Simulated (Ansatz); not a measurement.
# ZnNi (Pm-3m): from the cell to its phonons, part 2 of 2

Task: relax ZnNi (Pm-3m), then find its harmonic phonons.

Ansatz 0.2.0; DFT PBEsol, scalar-relativistic, plane waves, PAW; PAW set soft_1.

So far. Step 4 (Tight relaxation): The forces vanish by symmetry and the pressure is 0.001 GPa, within the tolerances set. The cell now holds 11.47 Å³/atom. Step 5 (Linear response at the zone centre): Before it was imposed, the acoustic sum rule was missed by 5.0e-5 eV/Å². Small misses are needed for a sound result but don't prove that mesh and cutoff are converged. The lowest optical mode is real, 252 cm⁻¹. The relaxed cell has a = 2.841 Å (conventional setting).

The database entry behind the starting cell is an old determination (1936), so it need not match the best structure at ambient conditions.

## 6. The dispersion

Stability and thermal properties need the whole zone. Linear response on a 4×4×4 q mesh gives force constants as far as a supercell of that size would.

The input, input.yaml:

```yaml
crystal:
  lattice:
    - [2.8412038642, 0.0, 0.0]
    - [0.0, 2.8412038642, 0.0]
    - [0.0, 0.0, 2.8412038642]
  atoms:
    - { symbol: Zn, position: [0.5, 0.5, 0.5] }
    - { symbol: Ni, position: [0.0, 0.0, 0.0] }
kpoints:
  mp_grid: { grid: [16, 16, 16] }
hamiltonian:
  xc: pbesol
  pseudopotentials: { kind: paw, azcp: { folder: soft_1 }, xc_functional: pbe }
scf:
  occupations: { method: methfessel_paxton, width: 0.2 }
output:
  eigenvalues: true
phonons:
  method: dfpt
  qmesh: [4, 4, 4]
  temperatures: { t_max: 1000, t_step: 50 }
  qpath:
    path:
      - [[0.0, 0.0, 0.0], [0.0, 0.5, 0.0], [0.5, 0.5, 0.0], [0.0, 0.0, 0.0], [0.5, 0.5, 0.5], [0.0, 0.5, 0.0]]
      - [[0.5, 0.5, 0.5], [0.5, 0.5, 0.0]]
    npoints: 10
```

Started as:

```
$ ansatz run input.yaml --threads 4 --pin off --max-ram 10240MiB --backend cpu --events-out ev --progress --plain --runs-dir out
```

Numbers of over 12 decimals in the logs are rounded to 6 here.

The log of the run:

```text
[...]
Crystal: 2 atoms, lattice volume = 22.935 Å³
Basis set: ecut = 420 eV, 461 PW (Γ), exchange–correlation on 40×40×40 points (8 copies of the dense FFT grid, shifted against one another)
Bands: 19, of which v1, the nominal top of the filled ones, is band 15 counted from 1 (14 counted from 0)
Symmetry: 48 space group operations
k-points: 165 of 4096
[...]
SCF iter   1: F=—  HF=-9086.943021 eV  |F-HF|=—  |Δ(HF+E_count)|=         —  Δρ=1.20e-1  dr2=3.14e0  ethr=3.10e-3  ⟨swp⟩=5.0  Hψ=15541  notcnv=0
[...]
SCF iter  10: F=-9086.405869 eV  HF=-9086.405869 eV  |F-HF|=3.64e-12  |Δ(HF+E_count)|=  3.09e-11  S|Δr|=    0.00e0  Δρ=5.20e-8  dr2=4.36e-13  ethr=1.00e-12  ⟨swp⟩=5.6  Hψ=16105  notcnv=0
SCF 1 converged in 10 iterations: F = -9086.405869 eV  dr2 = 4.36e-13
[...]
SCF iter   8: F=-9086.405869 eV  HF=-9086.405869 eV  |F-HF|=7.28e-12  |Δ(HF+E_count)|=    0.00e0  S|Δr|=    0.00e0  Δρ=1.59e-7  dr2=7.63e-12  ethr=1.00e-12  ⟨swp⟩=2.2  Hψ=6674  notcnv=0
SCF 2 converged in 8 iterations: F = -9086.405869 eV  dr2 = 7.63e-12
phonons: the bands overlap, so this run is a metal and interpolates without the dipole-dipole term. If the crystal is really an insulator or semiconductor, its LO-TO splitting is missing
NSCF: frozen V_eff on 165 k-points
WARN: eigensolver did not converge (k=44): 1 band(s) unlocked after 20 sweeps at ethr=1.12e-12 eV (storage-precision floor; scheduled 1.00e-12 eV) (lowest unlocked band 18, counted from 0; max residual 5.88e-6 eV among the unlocked bands, 5.88e-6 eV over every band; other slots of this pass that fall short are told together in one closing line; warning suppressed until the next SCF loop or pass starts)
WARN: eigensolver did not converge in 3 slots of this pass, the one above among them; of largest residual over every band (k=88): 1 band(s) unlocked (lowest unlocked band 18, counted from 0; max residual 9.82e-6 eV among the unlocked bands, 9.82e-6 eV over every band); of lowest unlocked band (k=44): band 18
[...]
DFPT response loops at q = (0, 0, 0) (fractional): preconditioner auto → Kerker (q_TF=auto, 2.853 Å⁻¹) (partly filled bands, converged f_vac=0.000); β = 1.00, the filter's whole step (`scf.mixing.beta` (0.50) is not read by the response loops under this deck's `scf.mixing.preconditioner`; to damp them name `kerker` or `kerker_dos`, under which they read `scf.mixing.beta`, and type it under 1.00, their step now; both keys bind the ground state too); Broyden in place of MSR1
[...]
SCF converged after 10 iterations
[...]
Free energy (F): -9086.405869 eV
[...]
Internal energy: -9086.402674 eV  (E = F + TS)
E sigma→0 (E₀):  -9086.405070 eV
Entropy (-TS):   -0.003195 eV (-1.598 meV/atom)
Fermi energy:    15.744547 eV
[...]
--- Band table (eV; the first three rows and the last of 165) ---
  k-point 0: bands = [... 11 lower, 13.4487, 14.7798, 14.7798, 14.7798, 23.0754, 23.0754, 23.0754, 28.6818]
  k-point 1: bands = [... 11 lower, 13.4538, 14.7406, 14.7406, 14.7761, 22.4115, 23.2055, 23.2055, 28.7111]
  k-point 2: bands = [... 11 lower, 13.4612, 14.6327, 14.6327, 14.7653, 20.9903, 23.5855, 23.5855, 28.7999]
  k-point 164: bands = [... 11 lower, 12.3000, 15.1286, 15.1286, 20.7957, 21.2361, 21.2361, 21.2361, 21.8605]
--- Phonons (Γ-DFPT): 2 representative perturbations + reference (Σ response iterations 7) ---
  ASR residual: 4.931e-5 → 0.000e0 eV/Å²; symmetrization residual: 3.686e-6 eV/Å²
  ASR residual per site (eV/Å²): 4.93e-5 8.47e-6
  Γ frequencies (cm⁻¹): 0.00 0.00 0.00 251.96 251.96 251.96
--- Phonons (arbitrary-q DFPT): 10 irreducible q on the 4×4×4 mesh ---
  q = [0.0000, 0.0000, 0.0000] (star 1, of the zone-centre solve; hermiticity 1.02e-6, symmetrization 2.39e-12): -0.00 -0.00 -0.00 251.96 251.96 251.96
  q = [0.0000, 0.0000, 0.2500] (star 6, 4 solved perturbations in 4032 linear systems a pass and spin channel, the states on 1296 of 4096 k-point pairs; hermiticity 1.29e-6, symmetrization 1.49e-12): 103.99 103.99 123.98 234.32 234.32 242.05
[...]
q = [0.0000, 0.2500, -0.5000] (star 12, 6 solved perturbations on 1296 of 4096 k-point pairs; hermiticity 9.13e-7, symmetrization 1.65e-8): 113.55 116.22 177.25 192.23 252.51 255.43
[...]
sum rule: each row above includes the acoustic sum rule's correction from the zone centre's row sums; it moved no ω² by more than (0.45 cm⁻¹)²
  mesh force constants: q→R imaginary residual 3.55e-18; ASR residual 4.931e-5 → 0.000e0 eV/Å²; symmetrization residual 1.066e-14 eV/Å²
  interpolated dispersion: 62 rows × 6 modes
  density of states and harmonic sums: on the 24×24×24 q-mesh, interpolated from the force constants of a 4×4×4 supercell (no non-analytic term)
  largest difference from the sums on the solved wave vectors: F 1.09e-2 eV, S 1.50e-5 and C_V 4.02e-6 eV/K
  zero-point energy: 0.067580 eV/cell   skipped modes (ω ≤ 0): 3   left out of the sums: 3.62e-5 of the cell's modes: C_V's classical limit lies that fraction below 3 k_B per atom; for a crystal, a wire or a layer, F and S can be off by more, and a phonons.interpolated_qmesh denser along its periods is the remedy for the sampling
```

Elapsed: 6.7 min, on 4 threads of Arm Neoverse V2, shared host; peak memory 3 GiB.

This step gave:

```yaml
sum_rule_residual_before_enforcement: 4.93e-5 eV/Å²
lowest_frequency_on_the_path: 0 cm⁻¹
highest_frequency_on_the_path_or_at_a_solved_wavevector: 276.4 cm⁻¹
mean_frequency: 181.7 cm⁻¹
debye_temperature_second_moment: 356 K
logarithmic_mean_frequency: 169 cm⁻¹
lowest_mode_on_the_q_mesh_acoustic_modes_at_gamma_apart: 47.87 cm⁻¹
zero_point_energy_per_atom: 33.79 meV
heat_capacity_at_300_k: 23.28 J/(mol atoms K)
vibrational_entropy_at_300_k: 31.04 J/(mol atoms K)
```

Frequencies (cm⁻¹) solved at each irreducible wavevector; negative means imaginary. Frequencies by wavevector, by row:

| q in reciprocal lattice units | star | mode 1 | mode 2 | mode 3 | mode 4 | mode 5 | mode 6 |
| --- | --- | --- | --- | --- | --- | --- | --- |
| 0 0 0 | 1 | 0 | 0 | 0 | 252 | 252 | 252 |
| 0 0 0.25 | 6 | 104 | 104 | 124 | 234.3 | 234.3 | 242.1 |
| 0 0 -0.5 | 3 | 178.9 | 178.9 | 189.6 | 189.6 | 202.5 | 215.5 |
| 0 0.25 0.25 | 12 | 47.9 | 133.3 | 186.7 | 203.8 | 221.4 | 261.1 |
| 0 0.25 -0.5 | 12 | 113.5 | 116.2 | 177.2 | 192.2 | 252.5 | 255.4 |
| 0 -0.5 -0.5 | 3 | 64.8 | 64.8 | 175.3 | 195.1 | 276.4 | 276.4 |
| 0.25 0.25 0.25 | 8 | 113.5 | 113.5 | 157.2 | 232.3 | 241.6 | 241.6 |
| 0.25 0.25 -0.5 | 12 | 113.1 | 123.1 | 181.8 | 190.8 | 250.3 | 256.4 |
| 0.25 -0.5 -0.5 | 6 | 120.8 | 120.8 | 186.8 | 190.4 | 253 | 253 |
| -0.5 -0.5 -0.5 | 1 | 180.3 | 180.3 | 180.3 | 204.2 | 204.2 | 204.2 |

Interpolated from a 4×4×4 q mesh. The phonon branches at the labelled points (cm⁻¹):

| point | branch 1 | branch 2 | branch 3 | branch 4 | branch 5 | branch 6 |
| --- | --- | --- | --- | --- | --- | --- |
| Γ | 0 | 0 | 0 | 252 | 252 | 252 |
| halfway | 104 | 104 | 124 | 234 | 234 | 242 |
| X | 179 | 179 | 190 | 190 | 202 | 216 |
| halfway | 114 | 116 | 177 | 192 | 252 | 255 |
| M | 65 | 65 | 175 | 195 | 276 | 276 |
| halfway | 48 | 133 | 187 | 204 | 221 | 261 |
| Γ | 0 | 0 | 0 | 252 | 252 | 252 |
| halfway | 114 | 114 | 157 | 232 | 242 | 242 |
| R | 180 | 180 | 180 | 204 | 204 | 204 |
| halfway | 113 | 123 | 182 | 191 | 250 | 256 |
| X | 179 | 179 | 190 | 190 | 202 | 216 |
| jump to R | 180 | 180 | 180 | 204 | 204 | 204 |
| halfway | 121 | 121 | 187 | 190 | 253 | 253 |
| M | 65 | 65 | 175 | 195 | 276 | 276 |

The phonon branches as a text plot (rows in cm⁻¹):

```
    271 |            ******                                   ***
    259 |           *    * *****                    **
    248 |****      *      *     ******** ***      *****     **
    236 |   ***   *           ***   *   *** *     *   **   *
    225 |    * * *         *** *           ***   *     **
    213 |     * **         ** *      **      *  *       ***
    202 |      **        **  *         *      *****      ***
    190 |      **********    *         *           *** ***  *****
    179 |       **********                   ***************  ***
    167 |     ** *        *   *      **     **  *       *
    155 |         *        **           *        *     *
    144 |    **   *                        **     *   **   *
    132 |          *      *  * *         ***      ** **     *
    121 |   **                      *              ***       *
    109 |   *                 *         *           *
     98 |           *    *             *
     86 |            *         **                             *
     75 |  *          * *            **                        *
     63 |  *           ***      *  *                            *
     52 | *               ****   *  *
     40 | *                   *
     29 |*                     * * *
     17 |*                      *
      6 |                        **
         Γ      X      M          Γ            R        X|R     M
```

Tetrahedra on a 24×24×24 mesh, mean over bins of 5 cm-1. Interpolated from a 4×4×4 q mesh. Phonon density of states against wavenumber; read off at these points:

| wavenumber (cm⁻¹) | phonon density of states (1/cm⁻¹/cell) |
| --- | --- |
| 2 | 0 |
| 8 | 3.0e-5 |
| 18 | 2.9e-4 |
| 22 | 7.4e-4 |
| 32 | 0.00139 |
| 38 | 0.00199 |
| 48 | 0.00349 |
| 52 | 0.00467 |
| 62 | 0.00898 |
| 68 | 0.0123 |
| 78 | 0.0146 |
| 82 | 0.0158 |
| 92 | 0.0183 |
| 98 | 0.0198 |
| 108 | 0.0232 |
| 112 | 0.0244 |
| 122 | 0.0263 |
| 128 | 0.0293 |
| 138 | 0.0243 |
| 142 | 0.0227 |
| 152 | 0.0193 |
| 158 | 0.0211 |
| 168 | 0.0270 |
| 172 | 0.0326 |
| 178 | 0.0436 |
| 182 | 0.0280 |
| 188 | 0.0199 |
| 192 | 0.0385 |
| 198 | 0.0342 |
| 202 | 0.0381 |
| 212 | 0.0273 |
| 218 | 0.0239 |
| 228 | 0.0265 |
| 232 | 0.0281 |
| 242 | 0.0363 |
| 248 | 0.0508 |
| 252 | 0.0782 |
| 258 | 0.0600 |
| 262 | 0.0344 |
| 272 | 0.0115 |
| 278 | 8.9e-4 |

The partial phonon density of states has structure finer than the step of the table below, so its rows give means over 10 cm⁻¹, whole bins alone (the curve runs from -10 to 294 cm⁻¹). Peaks (cm⁻¹: height): Ni 120.2: 0.0161, 133.6: 0.0160, 148.9: 0.0137, 166.1: 0.0162, 179.6: 0.0214, 193.0: 0.0332, 254.2: 0.0364; Zn 120.2: 0.0154, 133.6: 0.0154, 148.9: 0.0138, 177.6: 0.0284, 202.5: 0.0189, 254.2: 0.0385.

Phonopy on the run's constants, 19x19x19 mesh, Gaussian sigma 2.2 cm-1. Interpolated from a 4×4×4 q mesh. Partial phonon density of states against wavenumber; means over each step; values in 1/cm⁻¹/cell:

| wavenumber (cm⁻¹) | Ni | Zn |
| --- | --- | --- |
| 0 | 2.1e-5 | 2.1e-5 |
| 10 | 8.1e-5 | 8.9e-5 |
| 20 | 2.2e-4 | 2.4e-4 |
| 30 | 7.8e-4 | 8.5e-4 |
| 40 | 9.4e-4 | 1.0e-3 |
| 50 | 0.00228 | 0.00241 |
| 60 | 0.00394 | 0.00397 |
| 70 | 0.00639 | 0.00638 |
| 80 | 0.00734 | 0.00727 |
| 90 | 0.00909 | 0.00898 |
| 100 | 0.0103 | 0.0102 |
| 110 | 0.0109 | 0.0110 |
| 120 | 0.0139 | 0.0134 |
| 130 | 0.0135 | 0.0132 |
| 140 | 0.0108 | 0.0105 |
| 150 | 0.0119 | 0.0117 |
| 160 | 0.0110 | 0.0118 |
| 170 | 0.0122 | 0.0161 |
| 180 | 0.0164 | 0.0191 |
| 190 | 0.0209 | 0.0103 |
| 200 | 0.0183 | 0.0171 |
| 210 | 0.0142 | 0.0142 |
| 220 | 0.0127 | 0.0126 |
| 230 | 0.0133 | 0.0138 |
| 240 | 0.0166 | 0.0175 |
| 250 | 0.0304 | 0.0318 |
| 260 | 0.0230 | 0.0248 |
| 270 | 0.00824 | 0.00882 |
| 280 | 6.5e-4 | 6.9e-4 |

Second derivatives of the energy by pair, one row for each kind of neighbour of each atom listed. Each entry sums the pair over the periodic images of the supercell that the q mesh stands for, and in a polar crystal it holds the long-range dipole part too. Force constants by pair, by row:

| atom | neighbour | distance (Å) | third of the trace (eV/Å²) | along the pair's line (eV/Å²) |
| --- | --- | --- | --- | --- |
| Zn1 | itself | 0 | 8.873 | – |
| Zn1 | Ni | 2.461 | -0.8684 | -2.897 |
| Zn1 | Zn | 2.841 | -0.193 | -0.6933 |
| Zn1 | Zn | 4.018 | -0.0204 | -0.0989 |
| Zn1 | Ni | 4.712 | -0.0118 | -0.0214 |
| Zn1 | Zn | 4.921 | -0.0342 | -0.0978 |
| Zn1 | Zn | 5.682 | -0.0057 | 0.0149 |
| Zn1 | Ni | 6.192 | 9.00e-4 | 0.0046 |
| Zn1 | Zn | 6.353 | 0.0012 | 0.002 |
| Ni2 | itself | 0 | 7.89 | – |
| Ni2 | Zn | 2.461 | -0.8684 | -2.897 |
| Ni2 | Ni | 2.841 | -0.0281 | -0.1572 |
| Ni2 | Ni | 4.018 | -0.0581 | -0.1678 |
| Ni2 | Zn | 4.712 | -0.0118 | -0.0214 |
| Ni2 | Ni | 4.921 | 0.0172 | 0.057 |
| Ni2 | Ni | 5.682 | 0.0143 | 0.1474 |
| Ni2 | Zn | 6.192 | 9.00e-4 | 0.0046 |
| Ni2 | Ni | 6.353 | 0.0098 | 0.0071 |

Harmonic thermodynamic functions per atom, from the density of states. Interpolated from a 4×4×4 q mesh. Thermodynamic functions, by row:

| T (K) | F_vib (meV/atom) | S (J/mol-atom/K) | C_V (J/mol-atom/K) |
| --- | --- | --- | --- |
| 0 | 33.79 | 0 | 0 |
| 50 | 33.46 | 2.309 | 5.488 |
| 100 | 30.57 | 9.151 | 14.59 |
| 200 | 14.1 | 21.93 | 21.44 |
| 300 | -13.61 | 31.04 | 23.28 |
| 400 | -49.46 | 37.85 | 23.98 |
| 500 | -91.58 | 43.24 | 24.32 |
| 600 | -138.8 | 47.7 | 24.51 |
| 700 | -190.2 | 51.48 | 24.62 |
| 800 | -245.3 | 54.78 | 24.7 |
| 900 | -303.6 | 57.69 | 24.75 |
| 1000 | -364.8 | 60.3 | 24.79 |

Harmonic mean-square displacement, third of the trace. Interpolated from a 4×4×4 q mesh. Mean square displacements, by row:

| T (K) | Zn1 U_eq (Å²) | Ni2 U_eq (Å²) |
| --- | --- | --- |
| 0 | 0.00169 | 0.00188 |
| 100 | 0.00265 | 0.00293 |
| 300 | 0.0065 | 0.00715 |
| 600 | 0.01269 | 0.01396 |

Symmetry leaves 10 wavevectors to solve. The lowest mode among them, the acoustic zeros apart, lies at q = (0, 0.25, 0.25) and is real, 47.9 cm⁻¹.

## 7. Isotope substitution, element Ni, natural mass 58.6934 amu

An isotope changes the mass and not the force constants, so no new electronic calculation is needed; the shifts show which modes move this element.

The same force constants with the mass of Ni changed from 58.693 to 63.928 u (phonopy, no LO-TO term). Both lists are sorted by frequency; levels can cross, so a row need not hold one and the same mode. Modes under 3 cm⁻¹ are left out. Isotope shifts, by row:

| q | rank | natural mass (cm⁻¹) | changed mass (cm⁻¹) |
| --- | --- | --- | --- |
| 0 0 0 | 4 | 252 | 246.5 |
| 0 0 0 | 5 | 252 | 246.5 |
| 0 0 0 | 6 | 252 | 246.5 |
| 0 0 0.25 | 1 | 104 | 101.9 |
| 0 0 0.25 | 2 | 104 | 101.9 |
| 0 0 0.25 | 3 | 124 | 121.2 |
| 0 0 0.25 | 4 | 234.3 | 229.1 |
| 0 0 0.25 | 5 | 234.3 | 229.1 |
| 0 0 0.25 | 6 | 242.1 | 237.3 |
| 0 0 -0.5 | 1 | 178.9 | 178.9 |
| 0 0 -0.5 | 2 | 178.9 | 178.9 |
| 0 0 -0.5 | 3 | 189.6 | 181.7 |
| 0 0 -0.5 | 4 | 189.6 | 181.7 |
| 0 0 -0.5 | 5 | 202.5 | 194 |
| 0 0 -0.5 | 6 | 215.5 | 215.5 |
| 0 0.25 0.25 | 1 | 47.87 | 46.83 |
| 0 0.25 0.25 | 2 | 133.3 | 130.7 |
| 0 0.25 0.25 | 3 | 186.7 | 180.8 |
| 0 0.25 0.25 | 4 | 203.8 | 201.7 |
| 0 0.25 0.25 | 5 | 221.4 | 216.3 |
| 0 0.25 0.25 | 6 | 261.1 | 255.7 |

A mode of this element alone would shift by -4.18 %. The highest zone-centre frequency without the field goes from 252.0 to 246.5 cm⁻¹ (-2.2 %). The product of the frequency ratios over all optical modes at Γ is 0.936; the product rule, (m/m′)^(3k/2) (M′/M)^(3/2) with k = 1 such atoms and M the mass of the cell, gives 0.936.

## 8. Isotope substitution, element Zn, natural mass 65.38 amu

The same for Zn, from 65.38 to 67.92 u.

The same force constants with the mass of Zn changed from 65.380 to 67.925 u (phonopy, no LO-TO term). Both lists are sorted by frequency; levels can cross, so a row need not hold one and the same mode. Modes under 3 cm⁻¹ are left out. Isotope shifts, by row:

| q | rank | natural mass (cm⁻¹) | changed mass (cm⁻¹) |
| --- | --- | --- | --- |
| 0 0 0 | 4 | 252 | 249.7 |
| 0 0 0 | 5 | 252 | 249.7 |
| 0 0 0 | 6 | 252 | 249.7 |
| 0 0 0.25 | 1 | 104 | 102.9 |
| 0 0 0.25 | 2 | 104 | 102.9 |
| 0 0 0.25 | 3 | 124 | 122.8 |
| 0 0 0.25 | 4 | 234.3 | 232.3 |
| 0 0 0.25 | 5 | 234.3 | 232.3 |
| 0 0 0.25 | 6 | 242.1 | 239.7 |
| 0 0 -0.5 | 1 | 178.9 | 175.5 |
| 0 0 -0.5 | 2 | 178.9 | 175.5 |
| 0 0 -0.5 | 3 | 189.6 | 189.6 |
| 0 0 -0.5 | 4 | 189.6 | 189.6 |
| 0 0 -0.5 | 5 | 202.5 | 202.5 |
| 0 0 -0.5 | 6 | 215.5 | 211.4 |
| 0 0.25 0.25 | 1 | 47.87 | 47.41 |
| 0 0.25 0.25 | 2 | 133.3 | 131.8 |
| 0 0.25 0.25 | 3 | 186.7 | 185.4 |
| 0 0.25 0.25 | 4 | 203.8 | 201.5 |
| 0 0.25 0.25 | 5 | 221.4 | 219.6 |
| 0 0.25 0.25 | 6 | 261.1 | 258.6 |

A mode of this element alone would shift by -1.89 %. The highest zone-centre frequency without the field goes from 252.0 to 249.7 cm⁻¹ (-0.9 %). The product of the frequency ratios over all optical modes at Γ is 0.974; the product rule, (m/m′)^(3k/2) (M′/M)^(3/2) with k = 1 such atoms and M the mass of the cell, gives 0.974.

## 9. Results

```
space group after relaxation (within 0.01 Å)            : Pm-3m
volume per atom                                         : 11.5 Å³
electronic character                                    : no gap on this mesh
highest optical mode at the zone centre (no LO-TO term) : 252 cm⁻¹
lowest optical zone-centre mode                         : 252 cm⁻¹
lowest mode on the q mesh (acoustic modes at Γ apart)   : 47.9 cm⁻¹
highest frequency on the path or at a solved wavevector : 276 cm⁻¹
zero-point energy per atom                              : 33.8 meV
heat capacity at 300 K                                  : 23.3 J/(mol atoms K)
vibrational entropy at 300 K                            : 31.0 J/(mol atoms K)
Debye temperature (second moment)                       : 356 K
imaginary modes on the 4×4×4 q mesh                     : none
```

**Reading.** The structure is a minimum as far as tested: no mode is imaginary at the 10 irreducible wavevectors of the 4×4×4 mesh, and the softest away from the acoustic zeros lies at 48 cm⁻¹. The optical modes at Γ form one degenerate level at 252 cm⁻¹. With no gap, or one that is small against the smearing, the frequencies hang on the k mesh and the smearing, most of all near Kohn anomalies. The phonon runs are without spin polarisation, although Ni often carries a moment. The PAW files were made for PBE and serve the other functionals too. A phonon run warned that its eigensolver left some bands unconverged in a pass. These are harmonic frequencies at zero temperature: anharmonic shifts, linewidths and thermal expansion are left out.

[Logs are printed without paths, hosts, clocks, repeated set-up lines and the standing remarks that a program may print on its own settings, such as how far it seeks lower states.]

[Hosts, paths, dates, database ids (printed as entryN), source tags and the programs' standing remarks are cut or masked in the printed files.]
